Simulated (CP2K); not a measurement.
Consider phosphoric acid at its PBE geometry (Å).

```xyz
8

O    -0.9404   -0.9070   -0.8154
P    -0.0834    0.0853    0.0950
O     0.9866   -0.9059    0.7484
O     0.8047    0.8401   -0.9977
O    -0.8474    0.9319    1.0236
H    -1.7980   -0.5086   -1.0496
H     0.6959   -1.1979    1.6310
H     1.1820    1.6621   -0.6353
```

Method: CP2K XAS_TDP, all-electron GAPW, PBEh(45%), aug-cc-pVDZ, TDA, no relativity.

Question: Where do the O K-edge lines lie, and how strong are they?

Leading lines: O1 530.86 eV and O5 530.63 eV. The leading line of an atom is its first one with 35 % of the strongest within 2.5 eV of its lowest line over the strength cut. 

The first six lines of each atom with a strength over 0.0015:

| atom | energy (eV) | states | strength, one atom |
| --- | --- | --- | --- |
| O1 (bonded to P and H), 3 alike | 530.86 | 1 | 0.0160 |
|  | 532.50 | 1 | 0.0196 |
|  | 533.16 | 1 | 0.0095 |
|  | 533.73 | 1 | 0.0191 |
|  | 534.05 | 1 | 0.0070 |
|  | 534.20 | 1 | 0.0068 |
| O5 (bonded to P) | 529.63 | 1 | 0.0064 |
|  | 530.63 | 2 | 0.0281 |
|  | 531.49 | 1 | 0.0226 |
|  | 531.90 | 1 | 0.0019 |
|  | 532.05 | 2 | 0.0242 |
|  | 532.81 | 1 | 0.0020 |

Lines are vertical, at one geometry, with no vibrational structure. Without a correction of the core level, line positions, and the gaps between valence and Rydberg lines, follow the share of exact exchange. At this level such K lines come out 3 to 6 eV under measured ones. These values hold no scalar relativity, about 0.4 eV for O 1s. Rydberg lines, and the discretised continuum above threshold, depend on the basis and the box.

[Banner, clock and machine lines of the logs are left out without a mark of their own.]

[Logs are printed without paths, hosts, clocks, repeated set-up lines and the standing remarks that a program may print on its own settings, such as how far it seeks lower states.]

[Hosts, paths, dates, database ids (printed as entryN), source tags and the programs' standing remarks are cut or masked in the printed files.]
